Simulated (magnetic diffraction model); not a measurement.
# Which magnetic order? MnTlCd₂

Space group Pmmm (no. 47), a = 3.2270 Å, b = 4.6540 Å, c = 6.4500 Å.

| site | atom | x | y | z |
| --- | --- | --- | --- | --- |
| 1a | Tl | 0 | 0 | 0 |
| 2t | Cd | 1/2 | 1/2 | 0.2442 |
| 1c | Mn | 0 | 0 | 1/2 |

This is a made-up structure (elements placed in a structure type, unrelaxed), so the numbers test the method and describe no known phase.

Only Mn is taken to order (form factors of Mn2+); orders and moment sizes are assumed, and not adapted to the symmetry. Radiation: neutrons of λ = 4.2 Å (absorption by Cd left out), 3° to 100°; isotropic B of 0.38 Å² (Tl), 0.6 Å² (Cd) and 0.71 Å² (Mn). Simulated constant-wavelength pattern: nuclear and magnetic terms add, the magnetic one as |2.695 fm × Σ f S⊥ exp(2πi Q·r) exp(−B s²)|², summed over all Q at one angle with the factor 1/(sin²θ cos θ). For collinear order S is the moment m, which repeats by lattice and centring translations R with the sign exp(−2πi k·R). Free-ion form factors, Sears's scattering lengths of 1992, no absorption; a label names one of the reflections at its angle. The strongest nuclear line in the range is 100, and lines under 0.2 are left out.

Above the ordering temperature:

```
2θ (°)    index      I
 38.00  (0 0 1)  100.0
 53.65  (0 1 0)    7.2
 67.62  (0 1 1)   68.8
 81.20  (1 0 0)    4.0
 81.26  (0 0 2)    3.9
 93.38  (1 0 1)   48.2
```

Below it (cell unchanged):

```csv
2θ (°),I
38.00,100.0
50.70,5.4
53.65,7.2
67.62,68.8
77.91,1.7
81.20,4.0
81.26,3.9
93.38,48.2
```

**Question.** Find the propagation vector, then choose among these models:
A. collinear moments along [100], 0.92 μB on Mn
B. collinear moments along [010], 0.92 μB on Mn
C. collinear moments along [111], 0.92 μB on Mn

The new lines index as (1/2 1/2 1/2) at 50.70° and (1/2 1/2 3/2) at 77.91°, that is as H ± k with k = (1/2 1/2 1/2). Half indices mean that the moments reverse under translations with k·R a half-integer, and the magnetic cell has twice the primitive volume.

Magnetic intensity, observed (below minus above) and for each model:

| 2θ (°) | index | observed | A | B | C |
| --- | --- | --- | --- | --- | --- |
| 50.70 | (1/2 1/2 1/2) | 5.4 | 3.0 | 5.1 | 5.4 |
| 77.91 | (1/2 1/2 3/2) | 1.7 | 2.1 | 2.5 | 1.7 |

Model C matches.

The structure used: k = (1/2 1/2 1/2), collinear moments along [111], 0.92 μB on Mn.

[Logs are printed without paths, hosts, clocks, repeated set-up lines and the standing remarks that a program may print on its own settings, such as how far it seeks lower states.]
